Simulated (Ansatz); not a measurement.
# The perfect Pd wire along [110], 4 atoms a period

Aim: is the Pd wire along [110], 4 atoms a period a metal or a semiconductor?

Calculated with Ansatz 0.2.0; DFT PBE, plane waves, PAW; relaxation of a wire's period; PAW set soft_1, in the first sound run; inputs show where later runs differ.

## 1. The starting structure

The cell holds 4 atoms: 4 Pd. Its edges and angles: a = 10.740 Å, b = 9.586 Å, c = 2.786 Å, α = 90.0°, β = 90.0°, γ = 90.0°. Vacuum lies along a and b. The structure's axis is c.

## 2. The relaxed wire

Band widths follow the bond lengths, so the wire is relaxed first. The atoms and the third cell vector are free; the box across stays fixed as vacuum. A Fermi-Dirac smearing is set since the result may be a metal. The pressure printed is a third of the stress's trace over the whole box, vacuum included; only the stress along the axis is relaxed.

Contents of input.yaml:

```yaml
crystal:
  lattice:
    - [10.74, 0.0, 0.0]
    - [0.0, 9.586, 0.0]
    - [0.0, 0.0, 2.7860007179]
  atoms:
    - { symbol: Pd, position: [0.316573557, 0.500000037, 0.0] }
    - { symbol: Pd, position: [0.683426443, 0.500000037, 0.0] }
    - { symbol: Pd, position: [0.5, 0.354683914, 0.5] }
    - { symbol: Pd, position: [0.5, 0.645316161, 0.5] }
kpoints:
  mp_grid: { grid: [1, 1, 29] }
scf:
  occupations: { method: fermi_dirac, width: 0.05 }
hamiltonian:
  xc: pbe
  pseudopotentials: { kind: paw, azcp: { folder: soft_1 } }
relax:
  cell: { fix: [a, b, alpha, beta, gamma] }
  max_steps: 45
  f_tol: 0.03
```

The run is started by

```console
$ ansatz run input.yaml --threads 4 --pin off --max-ram 16384MiB --backend cpu --events-out ev --progress --plain --runs-dir out
```

Numbers of over 12 decimals in the logs are rounded to 6 here.

Log:

```text
Engine: ansatz 0.2.0, aarch64-unknown-linux-gnu
Pseudopotentials: kind: paw
Pseudopotential: Pd, paw, valence charge 18, recommended cutoff 420 eV (normal), soft_1/Pd.paw.azcp
Functional definition: PBE
  parameter kappa = 0.804
  parameter beta = 0.066725
  exchange = pbe_x(kappa = kappa, mu = beta*pi^2/3)
  correlation = pbe_c(beta = beta)
Crystal: 4 atoms, lattice volume = 286.829 Å³
Basis set: ecut = 420 eV, 5643 PW (Γ), exchange–correlation on 144×144×40 points (8 copies of the dense FFT grid, shifted against one another)
Bands: 44, of which v1, the nominal top of the filled ones, is band 36 counted from 1 (35 counted from 0)
Symmetry: 8 space group operations
Space group: Pmmm (ITA 47), of the structure as read, at distance tolerance 6.6e-5 Å
k-points: 15 of 29
Non-local potential: Pd, projectors of the file, l = 0: 2, l = 1: 2, l = 2: 2, l = 3: 1
PAW form: soft (Blöchl's): semilocal exchange-correlation on the pseudo side does not see the compensation charge
PAW one-centre angular grid: Pd, 590 points (default); XC on 64 Gauss nodes
Initial density: superposition of atomic densities (neutral atoms: chi_scale 0, normalization atom)
Initial wavefunctions: pseudopotential atomic-orbital guess
Functional: x = pbe(κ = 0.804, μ = 0.219515), c = pbe(β = 0.066725)
SCF iter   1: F=—  HF=-27890.156985 eV  |F-HF|=—  |Δ(HF+E_count)|=         —  Δρ=7.01e-2  dr2=1.71e1  ethr=3.10e-3  ⟨swp⟩=6.9  Hψ=2639  notcnv=0  defer=3
preconditioner: auto → LDOS  [metal: Δε(μ)=0.040 eV  Ē_g=4.485 eV  σ=0.050 eV  W_gap=0.19  n_scr=36 (ndim 8)  ℏωp=13.9 eV  f_vac=0.671  D(μ)=12.40/eV (n_scr^D=106)  β→1.0]
SCF iter   2: F=—  HF=-27889.583152 eV  |F-HF|=—  |Δ(HF+E_count)|=   5.74e-1  Δρ=6.29e-2  dr2=1.12e1  ethr=3.10e-3  ⟨swp⟩=3.9  Hψ=1837  notcnv=0  defer=21
SCF iter   3: F=—  HF=-27886.838369 eV  |F-HF|=—  |Δ(HF+E_count)|=    2.74e0  Δρ=9.33e-3  dr2=2.98e-1  ethr=3.10e-3  ⟨swp⟩=3.0  Hψ=1613  notcnv=0  defer=30
SCF iter   4: F=—  HF=-27886.860340 eV  |F-HF|=—  |Δ(HF+E_count)|=   2.20e-2  Δρ=4.66e-3  dr2=1.67e-1  ethr=4.13e-4  ⟨swp⟩=2.7  Hψ=1188  notcnv=0  defer=29
SCF iter   5: F=—  HF=-27886.852028 eV  |F-HF|=—  |Δ(HF+E_count)|=   8.31e-3  Δρ=2.36e-3  dr2=3.36e-2  ethr=2.32e-4  ⟨swp⟩=2.6  Hψ=928  notcnv=0  defer=29
SCF iter   6: F=—  HF=-27886.852475 eV  |F-HF|=—  |Δ(HF+E_count)|=   4.47e-4  Δρ=1.01e-3  dr2=5.21e-3  ethr=4.67e-5  ⟨swp⟩=2.0  Hψ=686  notcnv=0  defer=29
SCF iter   7: F=—  HF=-27886.852060 eV  |F-HF|=—  |Δ(HF+E_count)|=   4.15e-4  Δρ=5.62e-4  dr2=1.76e-3  ethr=7.23e-6  ⟨swp⟩=1.9  Hψ=719  notcnv=0  defer=29
SCF iter   8: F=—  HF=-27886.852090 eV  |F-HF|=—  |Δ(HF+E_count)|=   2.92e-5  Δρ=1.96e-4  dr2=1.23e-4  ethr=2.45e-6  ⟨swp⟩=2.0  Hψ=715  notcnv=0  defer=29
SCF iter   9: F=—  HF=-27886.852128 eV  |F-HF|=—  |Δ(HF+E_count)|=   3.88e-5  Δρ=5.27e-5  dr2=1.00e-5  ethr=1.71e-7  ⟨swp⟩=2.0  Hψ=906  notcnv=0  defer=29
SCF iter  10: F=—  HF=-27886.852202 eV  |F-HF|=—  |Δ(HF+E_count)|=   7.34e-5  Δρ=1.02e-5  dr2=2.26e-7  ethr=1.39e-8  ⟨swp⟩=2.1  Hψ=876  notcnv=0  defer=29
SCF iter  11: F=-27886.852202 eV  HF=-27886.852202 eV  |F-HF|=5.86e-9  |Δ(HF+E_count)|=   3.68e-7  Δρ=4.11e-6  dr2=4.80e-8  ethr=1.39e-10  ⟨swp⟩=5.0  Hψ=2417  notcnv=0
SCF 1 converged in 11 iterations: F = -27886.852202 eV  dr2 = 4.80e-8
  greatest PAW one-centre occupation: 0.999 electrons in one spin orbital (limit 2), on the Pd atom at site 1 (counted from 0), in its partial waves of l = 0
relax step   1: F+E_penalty+E_count = -27886.85220215 eV  Δ(F+E_penalty+E_count) = +0.000e0 eV  max|allowed force component| = 5.833e-1 eV/Å  Δτ_max = 0.0000 Å  P = -1.949 GPa  Ω = 286.829 Å³  fix = [a, b, alpha, beta, gamma]  reactions: a -1.301, b -0.810 GPa  (11 SCF iters, dr2 threshold 1.00e-7 eV, accepted)
Crystal: 4 atoms, lattice volume = 273.030 Å³
Basis set: ecut = 420 eV, 5359 PW (Γ), exchange–correlation on 144×144×40 points (8 copies of the dense FFT grid, shifted against one another)
Initial density: handed on by an earlier stage of this run
Initial wavefunctions: those handed on with the density
iter 1 solved again at ethr=5.03e-4 eV; its pass at ethr=3.10e-3 eV (dr2=3.62e-1 eV) is discarded
SCF iter   1: F=—  HF=-27887.087633 eV  |F-HF|=—  |Δ(HF+E_count)|=         —  Δρ=9.25e-3  dr2=3.64e-1  ethr=5.03e-4  ⟨swp⟩=2.1  Hψ=3343  notcnv=0
preconditioner: auto → LDOS  [metal: Δε(μ)=0.029 eV  Ē_g=5.599 eV  σ=0.050 eV  W_gap=0.14  n_scr=36 (ndim 8)  ℏωp=14.2 eV  f_vac=0.668  D(μ)=8.50/eV (n_scr^D=48)  β→1.0]
SCF iter   2: F=—  HF=-27887.079499 eV  |F-HF|=—  |Δ(HF+E_count)|=   8.13e-3  Δρ=7.37e-3  dr2=3.06e-1  ethr=5.03e-4  ⟨swp⟩=3.5  Hψ=1189  notcnv=0
SCF iter   3: F=—  HF=-27887.026852 eV  |F-HF|=—  |Δ(HF+E_count)|=   5.26e-2  Δρ=1.12e-3  dr2=3.42e-3  ethr=4.25e-4  ⟨swp⟩=2.5  Hψ=1143  notcnv=0  defer=12
SCF iter   4: F=—  HF=-27887.026981 eV  |F-HF|=—  |Δ(HF+E_count)|=   1.30e-4  Δρ=6.64e-4  dr2=1.79e-3  ethr=4.75e-6  ⟨swp⟩=2.7  Hψ=1362  notcnv=0  defer=24
SCF iter   5: F=—  HF=-27887.026807 eV  |F-HF|=—  |Δ(HF+E_count)|=   1.74e-4  Δρ=2.19e-4  dr2=2.41e-4  ethr=2.48e-6  ⟨swp⟩=2.0  Hψ=929  notcnv=0  defer=24
SCF iter   6: F=—  HF=-27887.026834 eV  |F-HF|=—  |Δ(HF+E_count)|=   2.63e-5  Δρ=1.11e-4  dr2=6.13e-5  ethr=3.35e-7  ⟨swp⟩=1.7  Hψ=758  notcnv=0  defer=24
SCF iter   7: F=—  HF=-27887.026831 eV  |F-HF|=—  |Δ(HF+E_count)|=   2.31e-6  Δρ=4.42e-5  dr2=9.94e-6  ethr=8.51e-8  ⟨swp⟩=1.4  Hψ=658  notcnv=0  defer=24
SCF iter   8: F=—  HF=-27887.026831 eV  |F-HF|=—  |Δ(HF+E_count)|=   9.99e-8  Δρ=1.65e-5  dr2=1.93e-6  ethr=1.38e-8  ⟨swp⟩=1.7  Hψ=768  notcnv=0  defer=24
SCF iter   9: F=-27887.026831 eV  HF=-27887.026831 eV  |F-HF|=2.02e-8  |Δ(HF+E_count)|=   1.49e-7  Δρ=5.73e-6  dr2=5.49e-8  ethr=5.56e-10  ⟨swp⟩=5.0  Hψ=2318  notcnv=0
SCF 2 converged in 9 iterations: F = -27887.026831 eV  dr2 = 5.49e-8
  greatest PAW one-centre occupation: 0.999 electrons in one spin orbital (limit 2), on the Pd atom at site 3 (counted from 0), in its partial waves of l = 0
relax step   2: F+E_penalty+E_count = -27887.02683119 eV  Δ(F+E_penalty+E_count) = -1.746e-1 eV  max|allowed force component| = 8.025e-1 eV/Å  Δτ_max = 0.0993 Å  P = +0.932 GPa  Ω = 273.030 Å³  energy of the carried Pulay correction = +1.125e-3 eV  fix = [a, b, alpha, beta, gamma]  reactions: a +1.627, b +1.250 GPa  (9 SCF iters, dr2 threshold 4.00e-7 eV, accepted)
Crystal: 4 atoms, lattice volume = 270.583 Å³
Basis set: ecut = 420 eV, 5323 PW (Γ), exchange–correlation on 144×144×40 points (8 copies of the dense FFT grid, shifted against one another)
iter 1 solved again at ethr=6.96e-5 eV; its pass at ethr=3.10e-3 eV (dr2=5.01e-2 eV) is discarded
SCF iter   1: F=—  HF=-27887.124979 eV  |F-HF|=—  |Δ(HF+E_count)|=         —  Δρ=4.33e-3  dr2=5.09e-2  ethr=6.96e-5  ⟨swp⟩=2.1  Hψ=3153  notcnv=0
preconditioner: auto → LDOS  [metal: Δε(μ)=0.028 eV  Ē_g=5.664 eV  σ=0.050 eV  W_gap=0.14  n_scr=36 (ndim 8)  ℏωp=14.3 eV  f_vac=0.662  D(μ)=7.77/eV (n_scr^D=40)  β→1.0]
SCF iter   2: F=—  HF=-27887.141348 eV  |F-HF|=—  |Δ(HF+E_count)|=   1.64e-2  Δρ=3.74e-3  dr2=1.23e-1  ethr=6.96e-5  ⟨swp⟩=3.2  Hψ=1455  notcnv=0  recentre
SCF iter   3: F=—  HF=-27887.114832 eV  |F-HF|=—  |Δ(HF+E_count)|=   2.65e-2  Δρ=1.17e-3  dr2=3.85e-3  ethr=6.96e-5  ⟨swp⟩=2.3  Hψ=1173  notcnv=0  defer=8
SCF iter   4: F=—  HF=-27887.114163 eV  |F-HF|=—  |Δ(HF+E_count)|=   6.69e-4  Δρ=3.30e-4  dr2=4.23e-4  ethr=5.35e-6  ⟨swp⟩=2.2  Hψ=1099  notcnv=0  defer=9
SCF iter   5: F=—  HF=-27887.114118 eV  |F-HF|=—  |Δ(HF+E_count)|=   4.52e-5  Δρ=1.10e-4  dr2=6.34e-5  ethr=5.88e-7  ⟨swp⟩=2.4  Hψ=1086  notcnv=0  defer=9
SCF iter   6: F=—  HF=-27887.114054 eV  |F-HF|=—  |Δ(HF+E_count)|=   6.39e-5  Δρ=4.39e-5  dr2=9.84e-6  ethr=8.81e-8  ⟨swp⟩=1.3  Hψ=667  notcnv=0  defer=9
SCF iter   7: F=—  HF=-27887.114054 eV  |F-HF|=—  |Δ(HF+E_count)|=   1.77e-7  Δρ=1.08e-5  dr2=4.47e-7  ethr=1.37e-8  ⟨swp⟩=1.6  Hψ=729  notcnv=0  defer=9
SCF iter   8: F=-27887.114054 eV  HF=-27887.114054 eV  |F-HF|=1.19e-8  |Δ(HF+E_count)|=   3.73e-9  Δρ=2.52e-6  dr2=1.52e-8  ethr=5.56e-10  ⟨swp⟩=4.7  Hψ=2233  notcnv=0
SCF 3 converged in 8 iterations: F = -27887.114054 eV  dr2 = 1.52e-8
relax step   3: F+E_penalty+E_count = -27887.11405396 eV  Δ(F+E_penalty+E_count) = -8.722e-2 eV  max|allowed force component| = 7.523e-2 eV/Å  Δτ_max = 0.0636 Å  P = -0.083 GPa  Ω = 270.583 Å³  energy of the carried Pulay correction = +1.330e-3 eV  fix = [a, b, alpha, beta, gamma]  reactions: a +0.175, b +0.060 GPa  (8 SCF iters, dr2 threshold 4.00e-7 eV, accepted)
Crystal: 4 atoms, lattice volume = 267.799 Å³
Basis set: ecut = 420 eV, 5271 PW (Γ), exchange–correlation on 144×144×40 points (8 copies of the dense FFT grid, shifted against one another)
iter 1 solved again at ethr=8.52e-6 eV; its pass at ethr=3.10e-3 eV (dr2=6.14e-3 eV) is discarded
SCF iter   1: F=—  HF=-27887.120724 eV  |F-HF|=—  |Δ(HF+E_count)|=         —  Δρ=1.57e-3  dr2=5.93e-3  ethr=8.52e-6  ⟨swp⟩=2.0  Hψ=3299  notcnv=0
preconditioner: auto → LDOS  [metal: Δε(μ)=0.013 eV  Ē_g=5.671 eV  σ=0.050 eV  W_gap=0.07  n_scr=40 (ndim 8)  ℏωp=14.4 eV  f_vac=0.660  D(μ)=7.10/eV (n_scr^D=40)  β→1.0]
SCF iter   2: F=—  HF=-27887.120571 eV  |F-HF|=—  |Δ(HF+E_count)|=   1.54e-4  Δρ=9.99e-4  dr2=4.46e-3  ethr=8.24e-6  ⟨swp⟩=2.1  Hψ=1185  notcnv=0
SCF iter   3: F=—  HF=-27887.119590 eV  |F-HF|=—  |Δ(HF+E_count)|=   9.81e-4  Δρ=3.88e-4  dr2=7.36e-4  ethr=6.20e-6  ⟨swp⟩=2.0  Hψ=1065  notcnv=0
SCF iter   4: F=—  HF=-27887.119480 eV  |F-HF|=—  |Δ(HF+E_count)|=   1.10e-4  Δρ=1.53e-4  dr2=1.17e-4  ethr=1.02e-6  ⟨swp⟩=2.0  Hψ=958  notcnv=0
SCF iter   5: F=—  HF=-27887.119414 eV  |F-HF|=—  |Δ(HF+E_count)|=   6.53e-5  Δρ=5.17e-5  dr2=1.54e-5  ethr=1.62e-7  ⟨swp⟩=2.3  Hψ=966  notcnv=0
SCF iter   6: F=—  HF=-27887.119417 eV  |F-HF|=—  |Δ(HF+E_count)|=   2.39e-6  Δρ=1.99e-5  dr2=1.53e-6  ethr=2.14e-8  ⟨swp⟩=1.4  Hψ=682  notcnv=0
SCF iter   7: F=-27887.119417 eV  HF=-27887.119417 eV  |F-HF|=7.18e-9  |Δ(HF+E_count)|=   2.95e-7  Δρ=2.94e-6  dr2=3.25e-8  ethr=5.56e-10  ⟨swp⟩=5.0  Hψ=2349  notcnv=0
SCF 4 converged in 7 iterations: F = -27887.119417 eV  dr2 = 3.25e-8
relax step   4: F+E_penalty+E_count = -27887.11941713 eV  Δ(F+E_penalty+E_count) = -5.363e-3 eV  max|allowed force component| = 2.384e-2 eV/Å  Δτ_max = 0.0183 Å  P = +0.047 GPa  Ω = 267.799 Å³  energy of the carried Pulay correction = +1.566e-3 eV  fix = [a, b, alpha, beta, gamma]  reactions: a +0.060, b -0.048 GPa  (7 SCF iters, dr2 threshold 4.00e-7 eV, accepted)
Crystal: 4 atoms, lattice volume = 268.098 Å³
iter 1 solved again at ethr=9.35e-6 eV; its pass at ethr=3.10e-3 eV (dr2=6.73e-3 eV) is discarded
SCF iter   1: F=—  HF=-27887.121074 eV  |F-HF|=—  |Δ(HF+E_count)|=         —  Δρ=1.41e-3  dr2=6.45e-3  ethr=9.35e-6  ⟨swp⟩=2.0  Hψ=2493  notcnv=0
preconditioner: auto → LDOS  [metal: Δε(μ)=0.020 eV  Ē_g=5.670 eV  σ=0.050 eV  W_gap=0.10  n_scr=40 (ndim 8)  ℏωp=14.3 eV  f_vac=0.659  D(μ)=7.30/eV (n_scr^D=40)  β→1.0]
SCF iter   2: F=—  HF=-27887.120676 eV  |F-HF|=—  |Δ(HF+E_count)|=   3.99e-4  Δρ=7.15e-4  dr2=2.77e-3  ethr=8.95e-6  ⟨swp⟩=2.0  Hψ=1076  notcnv=0
SCF iter   3: F=—  HF=-27887.120132 eV  |F-HF|=—  |Δ(HF+E_count)|=   5.44e-4  Δρ=3.40e-4  dr2=4.86e-4  ethr=3.84e-6  ⟨swp⟩=2.1  Hψ=1098  notcnv=0
SCF iter   4: F=—  HF=-27887.120101 eV  |F-HF|=—  |Δ(HF+E_count)|=   3.15e-5  Δρ=1.09e-4  dr2=7.19e-5  ethr=6.76e-7  ⟨swp⟩=2.0  Hψ=941  notcnv=0
SCF iter   5: F=—  HF=-27887.120003 eV  |F-HF|=—  |Δ(HF+E_count)|=   9.80e-5  Δρ=4.81e-5  dr2=1.34e-5  ethr=9.98e-8  ⟨swp⟩=2.0  Hψ=959  notcnv=0
SCF iter   6: F=—  HF=-27887.120052 eV  |F-HF|=—  |Δ(HF+E_count)|=   4.98e-5  Δρ=1.37e-5  dr2=5.91e-7  ethr=1.86e-8  ⟨swp⟩=2.0  Hψ=941  notcnv=0
SCF iter   7: F=-27887.120053 eV  HF=-27887.120053 eV  |F-HF|=1.37e-8  |Δ(HF+E_count)|=   1.60e-7  Δρ=3.35e-6  dr2=3.07e-8  ethr=5.62e-11  ⟨swp⟩=3.5  Hψ=2818  notcnv=0
SCF 5 converged in 7 iterations: F = -27887.120053 eV  dr2 = 3.07e-8
relax step   5: F+E_penalty+E_count = -27887.12005256 eV  Δ(F+E_penalty+E_count) = -6.354e-4 eV  max|allowed force component| = 3.567e-3 eV/Å  Δτ_max = 0.0123 Å  P = -0.007 GPa  Ω = 268.098 Å³  energy of the carried Pulay correction = +1.541e-3 eV  fix = [a, b, alpha, beta, gamma]  reactions: a +0.003, b -0.020 GPa  (7 SCF iters, dr2 threshold 4.05e-8 eV, accepted)
Basis set: ecut = 420 eV, 5271 PW (Γ), exchange–correlation on 144×144×36 points (8 copies of the dense FFT grid, shifted against one another)
Initial wavefunctions: pseudopotential atomic-orbital guess (no wavefunctions were taken with the density)
iter 1 solved again at ethr=1.43e-6 eV; its pass at ethr=3.10e-3 eV (dr2=1.03e-3 eV) is discarded
SCF iter   1: F=—  HF=-27887.117148 eV  |F-HF|=—  |Δ(HF+E_count)|=         —  Δρ=1.35e-4  dr2=8.99e-6  ethr=1.43e-6  ⟨swp⟩=2.9  Hψ=4479  notcnv=0
preconditioner: auto → LDOS  [metal: Δε(μ)=0.025 eV  Ē_g=5.668 eV  σ=0.050 eV  W_gap=0.12  n_scr=40 (ndim 8)  ℏωp=14.3 eV  f_vac=0.660  D(μ)=7.31/eV (n_scr^D=40)  β→1.0]
SCF iter   2: F=—  HF=-27887.117116 eV  |F-HF|=—  |Δ(HF+E_count)|=   3.20e-5  Δρ=6.32e-5  dr2=7.33e-6  ethr=1.25e-8  ⟨swp⟩=2.7  Hψ=1248  notcnv=0
SCF iter   3: F=—  HF=-27887.117116 eV  |F-HF|=—  |Δ(HF+E_count)|=   5.62e-7  Δρ=2.28e-5  dr2=1.24e-6  ethr=1.02e-8  ⟨swp⟩=2.0  Hψ=1133  notcnv=0
SCF iter   4: F=—  HF=-27887.117279 eV  |F-HF|=—  |Δ(HF+E_count)|=   1.62e-4  Δρ=5.18e-6  dr2=8.49e-8  ethr=1.72e-9  ⟨swp⟩=2.0  Hψ=959  notcnv=0
SCF iter   5: F=—  HF=-27887.117279 eV  |F-HF|=—  |Δ(HF+E_count)|=   1.09e-8  Δρ=1.72e-6  dr2=7.09e-9  ethr=1.18e-10  ⟨swp⟩=2.0  Hψ=975  notcnv=0
SCF iter   6: F=—  HF=-27887.117279 eV  |F-HF|=—  |Δ(HF+E_count)|=   1.91e-9  Δρ=4.83e-7  dr2=6.86e-10  ethr=9.85e-12  ⟨swp⟩=2.1  Hψ=954  notcnv=0
SCF iter   7: F=—  HF=-27887.117279 eV  |F-HF|=—  |Δ(HF+E_count)|=  1.31e-10  Δρ=1.21e-7  dr2=4.80e-11  ethr=1.00e-12  ⟨swp⟩=2.4  Hψ=1034  notcnv=0
SCF iter   8: F=-27887.117279 eV  HF=-27887.117279 eV  |F-HF|=3.64e-12  |Δ(HF+E_count)|=  1.82e-11  Δρ=5.42e-8  dr2=1.37e-11  ethr=1.00e-12  ⟨swp⟩=4.2  Hψ=2122  notcnv=0
SCF 6 converged in 8 iterations: F = -27887.117279 eV  dr2 = 1.37e-11
relax step   6: F+E_penalty+E_count = -27887.11727867 eV  Δ(F+E_penalty+E_count) = +2.774e-3 eV  max|allowed force component| = 2.983e-3 eV/Å  Δτ_max = 0.0000 Å  P = +0.002 GPa  Ω = 268.098 Å³  fix = [a, b, alpha, beta, gamma]  reactions: a +0.009, b -0.016 GPa  stress off target by 1.41e-2 GPa on what of the cell is left free  SCF on the basis re-selected at this cell (its energy is not comparable with the rows above)  (8 SCF iters)
basis re-selected at this cell: Δ(F+E_penalty+E_count) = +2.774e-3 eV, ΔP = +0.009 GPa vs the last step (what re-selecting the basis moved, of the pressure what is left beyond the Pulay correction that the steps carried, after the strain that the cell walked since its last selection, with what the two solves' SCF thresholds leave and, on support functions, any second-order correction that the steps lacked; it is no measure of the basis error at this ecutwfc). The dense FFT grid was sized anew with the basis: this SCF ran on 72×72×18 points, the steps before it on 72×72×20, so part of this shift can come from that change (see relax.cell in the input reference). [rest of the remark cut]
SCF converged after 8 iterations
Free energy (F): -27887.117279 eV
Harris-Foulkes:  -27887.117279 eV  (|F-HF|=3.64e-12)
Internal energy: -27887.054159 eV  (E = F + TS)
E sigma→0 (E₀):  -27887.085719 eV
Entropy (-TS):   -0.063120 eV (-15.780 meV/atom)
Fermi energy:    0.583442 eV
--- Per-component energies (eV) ---
  E_band       = -1882.444985
  E_kinetic    = 1798.999768
  E_local      = -33222.200613  (includes V_loc(G=0)·N_el)
  E_nonlocal   = 1488.095934
  E_hartree    = 15230.531202
  E_xc         = -548.399111
  E_vxc        = -692.440947  (∫ρ·V_xc dr)
  E_paw        = -15248.976451  (= ΣΔE_a)
  E_vpaw       = -1715.962470  (= ΣTr[D̂ρ^β])
  E_aug_tail   = 0.000933  (compensation charges beyond the density's cutoff)
  E_ewald      = 2614.894178
  E_smearing   = -0.063120  (= −TS)
  E_closure    = 0.000000  (closes the sum)
  Σ components = -27887.117279   (vs F -27887.117279, Δ=0.00e0)
--- Forces (eV/Å), atoms counted from 1 ---
  atom   1  Pd    -0.00003313     0.00000000     0.00000000
  atom   2  Pd     0.00003313    -0.00000000    -0.00000000
  atom   3  Pd    -0.00000000     0.00298319     0.00000000
  atom   4  Pd     0.00000000    -0.00298319    -0.00000000
  max |Σ_I F_I| component: 4.34e-19 eV/Å
--- Stress (GPa, compression-positive) ---
        0.008604       0.000000      -0.000000
        0.000000      -0.016037      -0.000000
       -0.000000      -0.000000       0.014093
  P = ⅓ Tr σ = 0.0022 GPa (0.022 kbar)
--- Relaxed structure (5 steps of the walk, 5 accepted, 1 SCFs on fresh bases) ---
  F+E_penalty+E_count = -27887.11727867 eV   max|allowed force component| = 2.983e-3 eV/Å   (the final SCF, on the basis selected at the relaxed cell)
  cell:  # Å, volume = 268.0984 Å³
    - [10.74, 0, 0]
    - [0, 9.586, 0]
    - [0, 0, 2.604069]
  atoms:
    - { symbol: Pd, position: [0.317040, 0.5, 0] }
    - { symbol: Pd, position: [0.682960, 0.5, 0] }
    - { symbol: Pd, position: [0.5, 0.356448, 0.5] }
    - { symbol: Pd, position: [0.5, 0.643552, 0.5] }
```

It took 29 s on 4 threads of Arm Neoverse N1, shared host; peak memory 0.65 GiB; 1.8 min of CPU time.

(Continued in part 2 of 2.)

[Logs are printed without paths, hosts, clocks, repeated set-up lines and the standing remarks that a program may print on its own settings, such as how far it seeks lower states.]

[Hosts, paths, dates, database ids (printed as entryN), source tags and the programs' standing remarks are cut or masked in the printed files.]
